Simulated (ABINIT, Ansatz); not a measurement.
**Al2O3 (Corundum): G0W0 with ABINIT, start to end**

Aim: the G0W0 gap of Al2O3 (Corundum) on PBE, step by step.

Calculated with ABINIT 10.8.3; PBE and many-body steps on it, plane waves.

**What was measured.**

- Gap 8.7 eV: optical band gap of host from absorption; optical absorption, quoted from earlier work; bulk crystal (high-purity reference sample) (quoted in “Multi-petahertz electron interference in Cr:Al2O3 solid-state material”, 2018, pmc:5906618).

Report form: the programs' logs are mostly left out.

### 1. The structure

Symmetry: R-3c, No. 167, trigonal system. The conventional cell has a = 4.760 Å, b = 4.760 Å, c = 12.996 Å, α = 90.00°, β = 90.00°, γ = 120.00°. Al has 6 O at 1.85 to 1.97 Å nearest. Nearest to O lie 4 Al at 1.85 to 1.97 Å. Farther neighbours and most contacts between anions are not listed.

The cell and positions come from the Crystallography Open Database and are kept as given unless a step says otherwise.

### 2. Ground state

This step: ABINIT 10.8.3; DFT, PBE, plane waves, norm-conserving pseudopotentials.

The ground-state density comes first.

Input file run.abi:

```
acell 3*1.0 Angstrom
rprim 
  2.380249999995 1.374237978213 4.331866666707
  -2.380249999995 1.374237978213 4.331866666707
  -0.000000000000 -2.748475956495 4.331866666685
ntypat 2
znucl 13 8
natom 10
typat 1 1 1 1 2 2 2 2 2 2
xred 
  0.352160000000 0.352160000000 0.352160000000
  0.147840000000 0.147840000000 0.147840000000
  0.647840000000 0.647840000000 0.647840000000
  0.852160000000 0.852160000000 0.852160000000
  0.556680000000 0.943320000000 0.250000000000
  0.250000000000 0.556680000000 0.943320000000
  0.943320000000 0.250000000000 0.556680000000
  0.443320000000 0.056680000000 0.750000000000
  0.750000000000 0.443320000000 0.056680000000
  0.056680000000 0.750000000000 0.443320000000
pp_dirpath "pseudos"
pseudos "Al.upf, O.upf"
ecut 36
ngkpt 6 6 6
nshiftk 1
shiftk 0 0 0
kptopt 1
chksymbreak 0
nband 33
occopt 1
tolvrs 1e-10
nstep 60
prtwf 0
optforces 0
optstress 0
indata_prefix "in"
outdata_prefix "out"
tmpdata_prefix "tmp"
```

Started as:

```bash
OMP_NUM_THREADS=1 mpirun -n 8 abinit run.abi > log
```

The job ended after 42 s (8 MPI ranks of Intel Xeon Platinum 8488C (Sapphire Rapids), shared host; peak memory 0.9 GiB).

This step gave:

```yaml
total_energy: -2969.2589 eV
gap: 6.266 eV
k_of_the_valence_top: 0, 0, 0
k_of_the_conduction_bottom: 0, 0, 0
least_direct_gap: 6.266 eV
```

The gap is direct, at Γ.

### 3. Empty states on the mesh, 4×4×4 mesh, 90 bands

The sums over transitions need many empty states on a uniform mesh; this step solves for them.

run.abi, as its differences from that of step 2:

```diff
@@ -23,3 +23,3 @@
 ecut 36
-ngkpt 6 6 6
+ngkpt 4 4 4
 nshiftk 1
@@ -28,9 +28,10 @@
 chksymbreak 0
-nband 33
-occopt 1
-tolvrs 1e-10
+iscf -2
+irdden 1
+istwfk *1
+nband 90
+nbdbuf 8
+tolwfr 1e-09
 nstep 60
-prtwf 0
-optforces 0
-optstress 0
+prtvol 0
 indata_prefix "in"
```

Wall time 39 s (8 MPI ranks); peak memory 0.76 GiB; 5.2 min of CPU time.

Numbers from this step:

```
gap                                                           : 6.266 eV
k of the valence top                                          : 0, 0, 0
k of the conduction bottom                                    : 0, 0, 0
least direct gap                                              : 6.266 eV
k points computed                                             : 13
lowest point of the top converged band, above the valence top : 38.34 eV
```

On this mesh the gap is 6.266 eV.

### 4. Screening, 4×4×4 mesh, 82 bands, screening to 98 eV

The RPA dielectric matrix is built and inverted for each q.

This step: RPA screening on PBE, plane waves, norm-conserving pseudopotentials.

run.abi, as its differences from that of step 3:

```diff
@@ -28,10 +28,11 @@
 chksymbreak 0
-iscf -2
-irdden 1
 istwfk *1
-nband 90
-nbdbuf 8
-tolwfr 1e-09
-nstep 60
-prtvol 0
+occopt 1
+irdwfk 1
+optdriver 3
+nband 82
+ecuteps 3.6
+inclvkb 2
+awtr 1
+symchi 1
 indata_prefix "in"
```

Run time: 85 s. Hardware: 8 MPI ranks; peak memory 3.7 GiB; 11 min of CPU time.

Numbers from this step:

| Quantity | Value |
| --- | --- |
| ε∞ with local fields, on this mesh, along the program's q direction | 3.064 |
| the same without local fields | 3.214 |
| plasma frequency | 27.90 eV |
| plane waves in the screening matrix | 181 |

Local fields lower ε∞ by 5 %.

### 5. Self-energy, 4×4×4 mesh, 82 bands, screening to 98 eV

The self-energy is evaluated for the states that the input lists, and the levels follow from it, in one-shot runs by the linearised quasiparticle equation.

This step: G0W0 on PBE, plane waves, norm-conserving pseudopotentials.

run.abi, as its differences from that of step 4:

```diff
@@ -31,8 +31,15 @@
 irdwfk 1
-optdriver 3
+optdriver 4
 nband 82
+gwcalctyp 0
+ecutsigx 36
+symsigma 1
+nkptgw 1
+kptgw 
+  0.0000000000 0.0000000000 0.0000000000
+bdgw 
+  22 26
 ecuteps 3.6
-inclvkb 2
-awtr 1
-symchi 1
+irdscr 1
+ppmodel 1
 indata_prefix "in"
```

The job ended after 4.5 s (8 MPI ranks; peak memory 1.9 GiB).

Numbers from this step:

| Quantity | Value |
| --- | --- |
| G0W0 gap on the points computed | 8.424 eV |
| starting gap on the mesh | 6.266 eV |
| k of the valence top | 0, 0, 0 |
| k of the conduction bottom | 0, 0, 0 |
| Z at the valence top | 0.821 |
| Z at the conduction bottom | 0.858 |
| least direct G0W0 gap on the computed points | 8.424 eV |

The gap on the mesh goes from 6.27 eV to 8.42 eV, a correction of +2.16 eV.

Limits: finite bands, cutoff and mesh. v1 is the top filled band, c1 the lowest empty one. The levels before and after the correction (eV, zero at the valence-band top of each column):

```
           conduction bottom  valence top
Kohn-Sham               6.27         0.00
     G0W0               8.42         0.00
```

|  | level | energy (eV) |
| --- | --- | --- |
| Kohn-Sham | Γ v3-v2 | -0.045 |
| Kohn-Sham | Γ v1 | 0.000 |
| Kohn-Sham | Γ c1 | 6.266 |
| Kohn-Sham | Γ c2 | 9.188 |
| G0W0 | Γ v3-v2 | -0.077 |
| G0W0 | Γ v1 | 0.000 |
| G0W0 | Γ c1 | 8.424 |
| G0W0 | Γ c2 | 11.444 |

### 6. Where the time went

Times are wall times on 8 MPI ranks of Intel Xeon Platinum 8488C (Sapphire Rapids), shared host, good to a factor of about two.

```
                    step   time  share  memory (GiB)
            ground state   42 s   24 %           0.9
empty states on the mesh   39 s   23 %          0.76
               screening   85 s   50 %           3.7
             self-energy  4.5 s    3 %           1.9
```

### 7. Summary of results

| Quantity | Value |
| --- | --- |
| PBE gap | 6.27 eV, direct |
| G0W0 gap on the mesh | 8.42 eV |
| GW settings | 4×4×4 mesh, 82 bands, screening to 98 eV, Godby-Needs plasmon pole |
| known limits | not at the basis limit |

In words: G0W0 moves the gap on the mesh from 6.27 eV to 8.42 eV (+2.16 eV), with Z of 0.82 and 0.86 at the edges. Local fields lower the RPA ε∞ on this mesh from 3.21 to 3.06. Only 1 of the mesh's irreducible points was corrected, so a valley elsewhere could overtake. The dearest step here is «screening». Against experiment, by G0W0@PBE: the gap of 8.42 eV lies −0.28 eV from the measured 8.7 eV (optical, quoted 2018). An exciton line or allowed optical edge lies below the quasiparticle gap by the binding energy; a forbidden edge can push the onset above it. The calculation has static nuclei and no excitons; a measured gap holds zero-point and thermal motion, which mostly lowers it. Bands and cutoff are finite, so the gap is not at the basis limit. The miss can reach some tenths of an eV and take either sign; the mesh is an error of its own. In the G0W0 run levels were corrected at 1 k point alone, so a gap called «on the mesh» is the least over those, and an edge elsewhere would be missed.

[Paths, hosts, dates, memory and timing lines, banners, echoed tables and standing remarks are left out of the program output.]

[Logs are printed without paths, hosts, clocks, repeated set-up lines and the standing remarks that a program may print on its own settings, such as how far it seeks lower states.]

[Runs of the session that timed out or met a known fault of the program may be left out.]

[Hosts, paths, dates, database ids (printed as entryN), source tags and the programs' standing remarks are cut or masked in the printed files.]

[G0W0 gaps are taken among the corrected bands and points alone; a level outside them can change the order at an edge.]

[Where Ansatz stands beside ABINIT at settings called matched, ABINIT's density can come from a denser mesh and the files from another edition; pairs whose starting gaps differed by over 0.03 eV were left out, so agreement reads better than it is.]
